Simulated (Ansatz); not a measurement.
**SiC (Moissanite 3C, F-43m): phonons and vibrational spectra**

Aim: the vibrations of SiC (Moissanite 3C, F-43m), their spectra, and whether the structure is stable.

Program: Ansatz 0.2.0. Level of theory: DFT LDA, scalar-relativistic, plane waves, PAW; PAW set soft_1. Results are calculated unless marked as measured.

**What experiment says.**

For SiC, 3C polytype (zincblende) (single crystals from silicon oxide and carbon black reaction at 2800 K, annealed in air), “On melting of silicon carbide under pressure” (2012, arxiv:1210.3244) quotes earlier work: lattice constant a (a of cubic 3C-SiC starting crystals) 4.357 Å [Starting-material characterisation; no method, uncertainty or temperature given].

For SiC, cubic 3C zincblende (literature value), “Insight into the structural, elastic and electronic properties of a new orthorhombic 6O-SiC polytype” (2020, pmc:7200658) quotes earlier work: band gap (indirect gap) 2.4 eV [literature value; measurement temperature and method not stated].

“Infrared properties of SiC particles” (1999, arxiv:astro-ph/9903031) quotes from earlier work for SiC, 3C (beta, cubic zinc blende) (literature average; scatter up to 0.2): ε∞ (high-frequency dielectric constant) 6.49 [average of published experimental values; polytype label garbled in the row, 3C inferred …].

“The effects of helium, strontium, and silver triple ions implanted into SiC” (2023, pmc:10585298) reports for SiC, zincblende 3C (polycrystalline, some 6H present), by Raman spectroscopy, 532 nm (un-implanted polycrystalline wafer, mainly 3C with some 6H): Raman mode (TO, upper component of the split transverse peak) about 794.3 cm⁻¹ [polycrystalline mixed 3C/6H wafer; TO peak is split, unlike ideal 3C].

For SiC, 3C (zinc blende) (high-purity CVD 3C-SiC wafer, 292 K), “Optical properties of silicon carbide for astrophysical applications I. New laboratory infrared reflectance spectra and optical constants” (2008, arxiv:0803.1210) gives, by FTIR reflectance, classical dispersion analysis: infrared mode (TO at Gamma) about 797.5 cm⁻¹ [TO position from reflectance band and dispersion fit; imperfect surface polish].

Most raw output is cut from this account.

### 1. The structure

Symmetry: F-43m, No. 216, cubic system. The conventional cell has a = 4.358 Å, b = 4.358 Å, c = 4.358 Å, α = 90.00°, β = 90.00°, γ = 90.00°. Nearest to Si lie 4 C at 1.89 Å. Nearest to C lie 4 Si at 1.89 Å. Farther neighbours are not listed.

### 2. Relaxation

Harmonic phonons are second derivatives at a point where the forces vanish, and they are wanted at zero stress, so atoms and cell are relaxed first.

Input file input.yaml:

```yaml
crystal:
  lattice:
    - [0.0, 2.179, 2.179]
    - [2.179, 0.0, 2.179]
    - [2.179, 2.179, 0.0]
  atoms:
    - { symbol: Si, position: [0.0, 0.0, 0.0] }
    - { symbol: C, position: [0.25, 0.25, 0.25] }
kpoints:
  mp_grid: { grid: [10, 10, 10] }
hamiltonian:
  xc: lda
  pseudopotentials: { kind: paw, azcp: { folder: soft_1 }, xc_functional: pbe }
scf:
  occupations: { method: gaussian, width: 0.02 }
output:
  forces: true
  stress: true
  eigenvalues: true
  write_density: true
  write_potential: true
  elf: true
  volumetric_format: npy
relax:
  adjacent_minimum: "off"
  f_tol: 0.005
  max_steps: 80
  cell: { stress_tol: 0.05 }
```

Command:

```console
ansatz run input.yaml --threads 8 --pin off --max-ram 16384MiB --backend cpu --events-out ev --progress --plain --runs-dir out
```

It took 1.4 s on 8 threads of Intel Xeon at 2.60GHz (Ice Lake), shared host; peak memory 0.37 GiB; 7 s of CPU time.

Step by step:

| step | energy less that of the first step (eV) | largest force component (eV/Å) | pressure (GPa) | volume (Å³) |
| --- | --- | --- | --- | --- |
| 1 | 0.0000 | 0.0000 | -4.42 | 20.69 |
| 2 | -0.0047 | 0.0000 | -2.11 | 20.47 |
| 3 | -0.0062 | 0.0000 | 0.06 | 20.28 |
| 4 | -0.0062 | 0.0000 | 0.00 | 20.29 |
| 5* | -0.0057 | 0.0000 | -0.04 | 20.29 |

Relaxation steps marked * repeat the geometry before them on a plane-wave basis chosen anew for their cell, so energy and pressure can jump there.

The run keeps the 24 symmetry operations that it works with, so distortions that break them were not tested.

| conventional cell, symmetrised | before | after | change |
| --- | --- | --- | --- |
| a (Å) | 4.358 | 4.329 | -0.7 % |
| b (Å) | 4.358 | 4.329 | -0.7 % |
| c (Å) | 4.358 | 4.329 | -0.7 % |
| volume (Å³/atom) | 10.35 | 10.14 | -2.0 % |

The relaxed structure:

```cif
data_structure
_symmetry_space_group_name_H-M 'P 1'
_symmetry_Int_Tables_number 1
_cell_length_a 3.0613
_cell_length_b 3.0613
_cell_length_c 3.0613
_cell_angle_alpha 60.000
_cell_angle_beta 60.000
_cell_angle_gamma 60.000
_cell_volume 20.29
loop_
_atom_site_label
_atom_site_type_symbol
_atom_site_fract_x
_atom_site_fract_y
_atom_site_fract_z
_atom_site_occupancy
Si1 Si 0.00000 0.00000 0.00000 1
C2 C 0.25000 0.25000 0.25000 1
```

This step gave:

```yaml
pressure: -0.04065 GPa
gap_on_the_k_mesh: 1.301 eV
volume_per_atom: 10.14 Å³
direct_gap_on_mesh: 4.537 eV
```

Valence density in the ac plane of a cell with a along [110], b along [-110] and c along [001] of the cube at fractional y = 0.000, with atoms of Si and C within 0.2 Å of it. It is the smooth field of the valence electrons, not physical close to the nuclei.

Values in e/Å³, 7 rows by 16 columns, each cell a mean:
```
0.3 0.5 0.8 1.0 1.0 0.9 0.7 0.4 0.3 0.5 0.8 1.0 1.0 0.9 0.7 0.4
0.3 0.5 1.1 1.7 1.7 1.4 0.7 0.4 0.3 0.5 1.1 1.7 1.7 1.4 0.7 0.4
0.1 0.2 0.6 1.1 1.2 0.8 0.3 0.1 0.1 0.2 0.6 1.1 1.2 0.8 0.3 0.1
0.1 0.1 0.2 0.3 0.3 0.2 0.1 0.1 0.1 0.1 0.2 0.3 0.3 0.2 0.1 0.1
0.1 0.1 0.1 0.1 0.1 0.1 0.1 0.1 0.1 0.1 0.1 0.1 0.1 0.1 0.1 0.1
0.3 0.3 0.2 0.1 0.1 0.1 0.2 0.3 0.3 0.3 0.2 0.1 0.1 0.1 0.2 0.3
0.2 0.3 0.3 0.3 0.2 0.3 0.3 0.2 0.2 0.3 0.3 0.3 0.2 0.3 0.3 0.2
```
Columns run along a (6.1 Å), rows up along c (4.3 Å), edges of the conventional cell, whose origin can differ from the input's. Atoms in or near the plane, at fractional coordinates: Si at (0.50, 0.00), Si at (0.00, 0.00), C at (0.75, 0.75), C at (0.25, 0.75).

ELF in the ac plane of a cell with a along [110], b along [-110] and c along [001] of the cube at fractional y = 0.000, with atoms of Si and C within 0.2 Å of it. It is the smooth field of the valence electrons, not physical close to the nuclei.

Ten even steps from '_' (0.03) to '@' (0.90), each cell a mean:
```
--**@@@@%%@@@@**--==%%@@%%%%@@%%==
==%%@@%%**%%@@%%==**@@@@**##@@@@**
==%%%%++..++@@##==**%%##::::%%%%**
::++##++::++##++::--****----##**--
__::++######++::__..==######**==..
____--**##**--______..++####==..__
____..::--::__________..----..____
__________________________________
--::..______..::--::..________..::
==--::______::--==--::..____..----
::::::::..::::::::::::::::::::::::
--::++**++**++::--::==**++++**==::
```
Columns run along a (6.1 Å), rows up along c (4.3 Å), edges of the conventional cell, whose origin can differ from the input's. Atoms in or near the plane, at fractional coordinates: Si at (0.50, 0.00), Si at (0.00, 0.00), C at (0.75, 0.75), C at (0.25, 0.75).

Electrostatic potential energy in the ac plane of a cell with a along [110], b along [-110] and c along [001] of the cube at fractional y = 0.000, with atoms of Si and C within 0.2 Å of it. With pseudopotentials it is smooth inside the atoms' cores, unlike the true potential.

Values in eV, 7 rows by 16 columns, each cell a mean:
```
-17 -19  -2  -4  -6   0 -12 -20 -17 -19  -2  -4  -6   0 -12 -20
  1   5  -6 -38 -41 -21   4   3   1   5  -6 -38 -41 -21   4   3
 13  12   6 -13 -17  -1  11  12  13  12   6 -13 -17  -1  11  12
 13  13  12  11  10  11  13  13  13  13  12  11  10  11  13  13
 12  12  12  11  11  12  12  12  12  12  12  11  11  12  12  12
 -8  -1   7  11  11   9   3  -5  -8  -1   7  11  11   9   3  -5
-10 -23  -3   9  10   4 -18 -18 -10 -23  -3   9  10   4 -18 -18
```
Columns run along a (6.1 Å; values clipped at the 3rd and 97th percentile), rows up along c (4.3 Å), edges of the conventional cell, whose origin can differ from the input's. Atoms in or near the plane, at fractional coordinates: Si at (0.50, 0.00), Si at (0.00, 0.00), C at (0.75, 0.75), C at (0.25, 0.75).

In this step the volume went from 10.35 to 10.14 Å³/atom.

### 3. Relaxing to small forces for the phonons

Phonons need a cell at rest on their own settings, so the relaxation is repeated with tight tolerances on forces and stress on the k mesh and occupations of the first response run.

Input file input.yaml:

```yaml
crystal:
  lattice:
    - [0.0, 2.1646624483, 2.1646624483]
    - [2.1646624483, 0.0, 2.1646624483]
    - [2.1646624483, 2.1646624483, 0.0]
  atoms:
    - { symbol: Si, position: [0.0, 0.0, 0.0] }
    - { symbol: C, position: [0.25, 0.25, 0.25] }
kpoints:
  mp_grid: { grid: [12, 12, 12] }
hamiltonian:
  xc: lda
  pseudopotentials: { kind: paw, azcp: { folder: soft_1 }, xc_functional: pbe }
scf:
  occupations: { method: fixed }
output:
  forces: true
  stress: true
  eigenvalues: true
relax:
  adjacent_minimum: "off"
  f_tol: 0.001
  max_steps: 60
  cell: { stress_tol: 0.01 }
```

Wall time 1.4 s (8 threads); peak memory 0.37 GiB.

Little changed from the start: no atom moved by 0.005 Å and no cell edge by 0.1 %.

This step gave:

- pressure: -4.53e-5 GPa

The forces vanish by symmetry and the pressure is 0.000 GPa, within the tolerances set. The cell now holds 10.14 Å³/atom.

### 4. Zone-centre response

The zone centre comes first: it holds the modes that light can see, as far as symmetry allows. The response to a homogeneous field gives the Born charges and the dielectric tensor.

input.yaml, the sections that differ from step 3:

```yaml
crystal:
  lattice:
    - [0.0, 2.164534131, 2.164534131]
    - [2.164534131, 0.0, 2.164534131]
    - [2.164534131, 2.164534131, 0.0]
  atoms:
    - { symbol: Si, position: [0.0, 0.0, 0.0] }
    - { symbol: C, position: [0.25, 0.25, 0.25] }
output:
  eigenvalues: true
phonons:
  method: dfpt
  dielectric: true
  rigid_motions: translations
# kpoints, hamiltonian, scf: as in step 3
# relax: removed
```

Elapsed: 6 s, on 8 threads; peak memory 0.58 GiB.

Numbers from this step:

```
sum-rule residual before enforcement                    : 1.44e-4 eV/Å²
miss of the charge sum rule                             : 6.70e-4 e
estimated error of the dielectric tensor                : 0.01880
estimated error of the Born charges                     : 0.009225 e
point group                                             : -43m
highest optical mode at the zone centre (no LO-TO term) : 797.8 cm⁻¹
lowest optical zone-centre mode                         : 797.8 cm⁻¹
mean high-frequency dielectric constant                 : 6.921
largest Born charge (third of the trace)                : 2.731 e
mean static dielectric constant                         : 10.30
top of the zone-centre spectrum with the field          : 973.3 cm⁻¹
```

Without the LO-TO term. Patterns of degenerate modes are one choice out of their space. Modes at Γ, with each element's share of the kinetic energy:

| mode | frequency (cm⁻¹) | symmetry | Si % | C % |
| --- | --- | --- | --- | --- |
| 1 | 0.0 | acoustic | 70 | 30 |
| 2 | 0.0 | acoustic | 70 | 30 |
| 3 | 0.0 | acoustic | 70 | 30 |
| 4 | 797.8 | T2 | 30 | 70 |
| 5 | 797.8 | T2 | 30 | 70 |
| 6 | 797.8 | T2 | 30 | 70 |

Displacements in mode 6 (797.8 cm⁻¹), the largest set to 1:
```
Si1  0.00 -0.43  0.00
C2   0.00  1.00  0.00
```

Optical modes at the zone centre, without and with the macroscopic field of the longitudinal modes; each column is sorted by frequency, so a row need not hold one and the same mode. Modes with and without the field, by row:

| rank among optical modes | no field (cm⁻¹) | q along (1, 0, 0) (cm⁻¹) |
| --- | --- | --- |
| 1 | 797.8 | 797.8 |
| 2 | 797.8 | 797.8 |
| 3 | 797.8 | 973.3 |

Born charge (rows field, columns displacement) (e), principal values of the symmetric part by kind of site:

| atom | atoms with these values | low | middle | high | mean |
| --- | --- | --- | --- | --- | --- |
| Si1 | 1 | 2.73 | 2.73 | 2.73 | 2.73 |
| C2 | 1 | -2.73 | -2.73 | -2.73 | -2.73 |

In full for C2:

```
-2.73  0.00  0.00
 0.00 -2.73  0.00
 0.00  0.00 -2.73
```

High-frequency dielectric tensor:

```
6.92 0.00 0.00
0.00 6.92 0.00
0.00 0.00 6.92
```

Static dielectric tensor (ions relaxed, fixed cell):

```
10.30  0.00  0.00
 0.00 10.30  0.00
 0.00  0.00 10.30
```

Transverse modes. Lines of the infrared spectrum (strongest = 100):

| position (cm⁻¹) | label | relative intensity |
| --- | --- | --- |
| 798 | T2 | 100 |

Before it was imposed, the acoustic sum rule was missed by 1.4e-4 eV/Å² and the charge sum rule by 6.7e-4 e. Small misses are needed for a sound result but don't prove that mesh and cutoff are converged. The lowest optical mode is real, 798 cm⁻¹.

### 5. Phonons on a q mesh

Stability and thermal properties need the whole zone. Linear response on a 4×4×4 q mesh gives force constants as far as a supercell of that size would, and the tensors from the zone-centre run are typed in so that the long-range dipole term is interpolated apart.

input.yaml, the sections that differ from step 4:

```yaml
phonons:
  method: dfpt
  qmesh: [4, 4, 4]
  temperatures: { t_max: 1000, t_step: 50 }
  qpath:
    path:
      - [[0.0, 0.0, 0.0], [-0.5, -0.5, 0.0], [-0.375, -0.375, 0.25]]
      - [[-0.375, 0.0, 0.375], [0.0, 0.0, 0.0], [0.0, 0.0, 0.5], [-0.5, -0.25, 0.25], [-0.5, -0.5, 0.0]]
    npoints: 10
  non_analytic_term:
    high_frequency_dielectric_tensor: [[6.9206, 0.0, 0.0], [0.0, 6.9206, 0.0], [0.0, 0.0, 6.9206]]
    born_effective_charges:
      - { species: Si, tensor: [[2.7312, 0.0, 0.0], [0.0, 2.7312, 0.0], [0.0, 0.0, 2.7312]] }
      - { species: C, tensor: [[-2.7312, 0.0, 0.0], [0.0, -2.7312, 0.0], [0.0, 0.0, -2.7312]] }
    source: "zone-centre run at this cell"
# crystal, kpoints, hamiltonian, scf, output: as in step 4
```

It took 23 s on 8 threads; peak memory 0.98 GiB.

Numbers from this step:

```yaml
sum_rule_residual_before_enforcement: 1.43e-4 eV/Å²
lowest_frequency_on_the_path: 0 cm⁻¹
highest_frequency_on_the_path_or_at_a_solved_wavevector: 973.3 cm⁻¹
mean_frequency: 597.9 cm⁻¹
debye_temperature_second_moment: 1190 K
logarithmic_mean_frequency: 544.8 cm⁻¹
lowest_mode_on_the_q_mesh_acoustic_modes_at_gamma_apart: 196.1 cm⁻¹
zero_point_energy_per_atom: 111.2 meV
heat_capacity_at_300_k: 13.42 J/(mol atoms K)
vibrational_entropy_at_300_k: 8.448 J/(mol atoms K)
edges_of_the_widest_gap_between_branches_on_path_and_mesh: 635, 744.6 cm⁻¹
```

Frequencies (cm⁻¹) solved at each irreducible wavevector; negative means imaginary. Frequencies by wavevector, by row:

| q in reciprocal lattice units | star | mode 1 | mode 2 | mode 3 | mode 4 | mode 5 | mode 6 |
| --- | --- | --- | --- | --- | --- | --- | --- |
| 0 0 0 | 1 | 0 | 0 | 0 | 797.8 | 797.8 | 797.8 |
| 0 0 0.25 | 8 | 196.1 | 196.1 | 406.2 | 784.1 | 784.1 | 925.2 |
| 0 0 -0.5 | 4 | 259.5 | 259.5 | 616 | 772.2 | 772.2 | 839.5 |
| 0 0.25 0.25 | 6 | 275.3 | 275.3 | 402.2 | 782.4 | 782.4 | 928.7 |
| 0 0.25 -0.5 | 24 | 327.4 | 404.5 | 544.4 | 768.3 | 777 | 862.1 |
| 0 0.25 -0.25 | 12 | 287.7 | 398.3 | 489.2 | 765.1 | 788.3 | 879.9 |
| 0 -0.5 -0.5 | 3 | 364.9 | 364.9 | 635 | 767.3 | 767.3 | 829.6 |
| 0.25 -0.5 -0.25 | 6 | 401.6 | 462.5 | 538.3 | 744.6 | 778.5 | 858.6 |

Interpolated from a 4×4×4 q mesh, with the LO-TO term (at Γ the limit along the path; where Γ stands inside the path, tables give the limit on arrival). The phonon branches at the labelled points (cm⁻¹):

| point | branch 1 | branch 2 | branch 3 | branch 4 | branch 5 | branch 6 |
| --- | --- | --- | --- | --- | --- | --- |
| Γ | 0 | 0 | 0 | 798 | 798 | 973 |
| halfway | 275 | 275 | 402 | 782 | 782 | 929 |
| X | 365 | 365 | 635 | 767 | 767 | 830 |
| halfway | 362 | 395 | 616 | 763 | 766 | 840 |
| U | 352 | 446 | 569 | 760 | 762 | 860 |
| jump to K | 352 | 446 | 569 | 760 | 762 | 860 |
| halfway | 229 | 322 | 420 | 776 | 796 | 904 |
| Γ | 0 | 0 | 0 | 798 | 798 | 973 |
| halfway | 196 | 196 | 406 | 784 | 784 | 925 |
| L | 260 | 260 | 616 | 772 | 772 | 840 |
| halfway | 327 | 390 | 562 | 767 | 772 | 860 |
| W | 402 | 462 | 538 | 745 | 778 | 859 |
| halfway | 383 | 403 | 598 | 754 | 773 | 846 |
| X | 365 | 365 | 635 | 767 | 767 | 830 |

The phonon density of states has structure finer than the step of the table below, so its rows give means over 25 cm⁻¹, whole bins alone (the curve runs from 5 to 975 cm⁻¹). Peaks (cm⁻¹: height): 365.0: 0.0138, 775.0: 0.0841, 865.0: 0.0308.

Tetrahedra on a 28×28×28 mesh, mean over bins of 10 cm-1. Interpolated from a 4×4×4 q mesh. Table of phonon density of states by wavenumber; means over each step:

| wavenumber (cm⁻¹) | phonon density of states (1/cm⁻¹/cell) |
| --- | --- |
| 25 | 2.4e-5 |
| 50 | 1.0e-4 |
| 75 | 2.4e-4 |
| 100 | 4.4e-4 |
| 125 | 7.1e-4 |
| 150 | 0.00108 |
| 175 | 0.00158 |
| 200 | 0.00227 |
| 225 | 0.00334 |
| 250 | 0.00559 |
| 275 | 0.00831 |
| 300 | 0.00931 |
| 325 | 0.0106 |
| 350 | 0.0126 |
| 375 | 0.0112 |
| 400 | 0.00772 |
| 425 | 0.00701 |
| 450 | 0.00599 |
| 475 | 0.00271 |
| 500 | 0.00359 |
| 525 | 0.00693 |
| 550 | 0.0103 |
| 575 | 0.00527 |
| 600 | 0.00250 |
| 625 | 6.2e-4 |
| 650 | 1.3e-5 |
| 675 | 0 |
| 700 | 0 |
| 725 | 8.9e-5 |
| 750 | 0.0116 |
| 775 | 0.0570 |
| 800 | 0.0113 |
| 825 | 5.2e-4 |
| 850 | 0.0127 |
| 875 | 0.0157 |
| 900 | 0.00528 |
| 925 | 0.00337 |
| 950 | 0.00200 |

The partial phonon density of states has structure finer than the step of the table below, so its rows give means over 25 cm⁻¹, whole bins alone (the curve runs from -10 to 1011 cm⁻¹). Peaks (cm⁻¹: height): C 773.1: 0.0547, 863.0: 0.0218; Si 355.9: 0.0113, 548.4: 0.0103, 773.1: 0.0123, 863.0: 0.00226.

Phonopy on the run's constants, 21x21x21 mesh, Gaussian sigma 7.3 cm-1. Interpolated from a 4×4×4 q mesh. Partial phonon density of states against wavenumber; means over each step; values in 1/cm⁻¹/cell:

| wavenumber (cm⁻¹) | C | Si |
| --- | --- | --- |
| 25 | 5.2e-6 | 1.4e-5 |
| 50 | 3.3e-5 | 7.8e-5 |
| 75 | 7.4e-5 | 1.8e-4 |
| 100 | 1.2e-4 | 2.9e-4 |
| 125 | 2.3e-4 | 5.5e-4 |
| 150 | 3.0e-4 | 7.6e-4 |
| 175 | 4.3e-4 | 0.00112 |
| 200 | 6.3e-4 | 0.00169 |
| 225 | 8.8e-4 | 0.00248 |
| 250 | 0.00143 | 0.00428 |
| 275 | 0.00196 | 0.00623 |
| 300 | 0.00206 | 0.00715 |
| 325 | 0.00218 | 0.00842 |
| 350 | 0.00231 | 0.0103 |
| 375 | 0.00181 | 0.00927 |
| 400 | 0.00120 | 0.00658 |
| 425 | 0.00101 | 0.00596 |
| 450 | 8.5e-4 | 0.00512 |
| 475 | 5.4e-4 | 0.00234 |
| 500 | 6.0e-4 | 0.00303 |
| 525 | 7.0e-4 | 0.00624 |
| 550 | 6.2e-4 | 0.00935 |
| 575 | 2.7e-4 | 0.00505 |
| 600 | 9.0e-5 | 0.00249 |
| 625 | 1.3e-5 | 6.6e-4 |
| 650 | 0 | 3.0e-5 |
| 675 | 0 | 0 |
| 700 | 0 | 0 |
| 725 | 1.7e-4 | 6.5e-6 |
| 750 | 0.0116 | 0.00182 |
| 775 | 0.0435 | 0.0101 |
| 800 | 0.00976 | 0.00298 |
| 825 | 6.9e-4 | 4.1e-5 |
| 850 | 0.0118 | 0.00103 |
| 875 | 0.0135 | 0.00178 |
| 900 | 0.00432 | 0.00106 |
| 925 | 0.00255 | 8.3e-4 |
| 950 | 0.00144 | 5.5e-4 |
| 975 | 3.3e-4 | 1.4e-4 |

Second derivatives of the energy by pair, one row for each kind of neighbour of each atom listed. Each entry sums the pair over the periodic images of the supercell that the q mesh stands for, and in a polar crystal it holds the long-range dipole part too. Force constants by pair, by row:

| atom | neighbour | distance (Å) | third of the trace (eV/Å²) | along the pair's line (eV/Å²) |
| --- | --- | --- | --- | --- |
| Si1 | itself | 0 | 25.99 | – |
| Si1 | C | 1.875 | -5.415 | -10.43 |
| Si1 | Si | 3.061 | -0.2532 | -2.539 |
| Si1 | C | 3.589 | -0.0317 | 0.5408 |
| Si1 | Si | 4.329 | -0.0498 | -0.3779 |
| Si1 | C | 4.717 | 0.0669 | 0.5006 |
| Si1 | Si | 5.302 | -0.1027 | -0.3233 |
| Si1 | C | 5.624 | 0.0398 | 0.1465 |
| Si1 | C | 5.624 | 0.0224 | 0.1373 |
| C2 | itself | 0 | 25.05 | – |
| C2 | Si | 1.875 | -5.415 | -10.43 |
| C2 | C | 3.061 | -0.2733 | -1.701 |
| C2 | Si | 3.589 | -0.0317 | 0.5408 |
| C2 | C | 4.329 | 0.0093 | -0.1894 |
| C2 | Si | 4.717 | 0.0669 | 0.5006 |
| C2 | C | 5.302 | -0.0252 | -0.1748 |
| C2 | Si | 5.624 | 0.0398 | 0.1465 |
| C2 | Si | 5.624 | 0.0224 | 0.1373 |

Harmonic thermodynamic functions per atom, from the density of states. Interpolated from a 4×4×4 q mesh. Thermodynamic functions, by row:

| T (K) | F_vib (meV/atom) | S (J/mol-atom/K) | C_V (J/mol-atom/K) |
| --- | --- | --- | --- |
| 0 | 111.2 | 0 | 0 |
| 50 | 111.2 | 0.074 | 0.257 |
| 100 | 111 | 0.747 | 2.21 |
| 200 | 108.7 | 4.086 | 8.187 |
| 300 | 102.2 | 8.448 | 13.42 |
| 400 | 91.15 | 12.84 | 16.99 |
| 500 | 75.72 | 16.89 | 19.27 |
| 600 | 56.28 | 20.55 | 20.75 |
| 700 | 33.26 | 23.82 | 21.74 |
| 800 | 7.01 | 26.77 | 22.42 |
| 900 | -22.14 | 29.44 | 22.91 |
| 1000 | -53.94 | 31.88 | 23.28 |

Harmonic mean-square displacement, third of the trace. Interpolated from a 4×4×4 q mesh. Mean square displacements, by row:

| T (K) | Si1 U_eq (Å²) | C2 U_eq (Å²) |
| --- | --- | --- |
| 0 | 0.00153 | 0.00223 |
| 100 | 0.00162 | 0.00231 |
| 300 | 0.00249 | 0.00299 |
| 600 | 0.00434 | 0.00464 |

Symmetry leaves 8 wavevectors to solve. The lowest mode among them, the acoustic zeros apart, lies at q = (0, 0, 0.25) and is real, 196 cm⁻¹.

[end of part 1 of 2]

[Logs are printed without paths, hosts, clocks, repeated set-up lines and the standing remarks that a program may print on its own settings, such as how far it seeks lower states.]

[Hosts, paths, dates, database ids (printed as entryN), source tags and the programs' standing remarks are cut or masked in the printed files.]
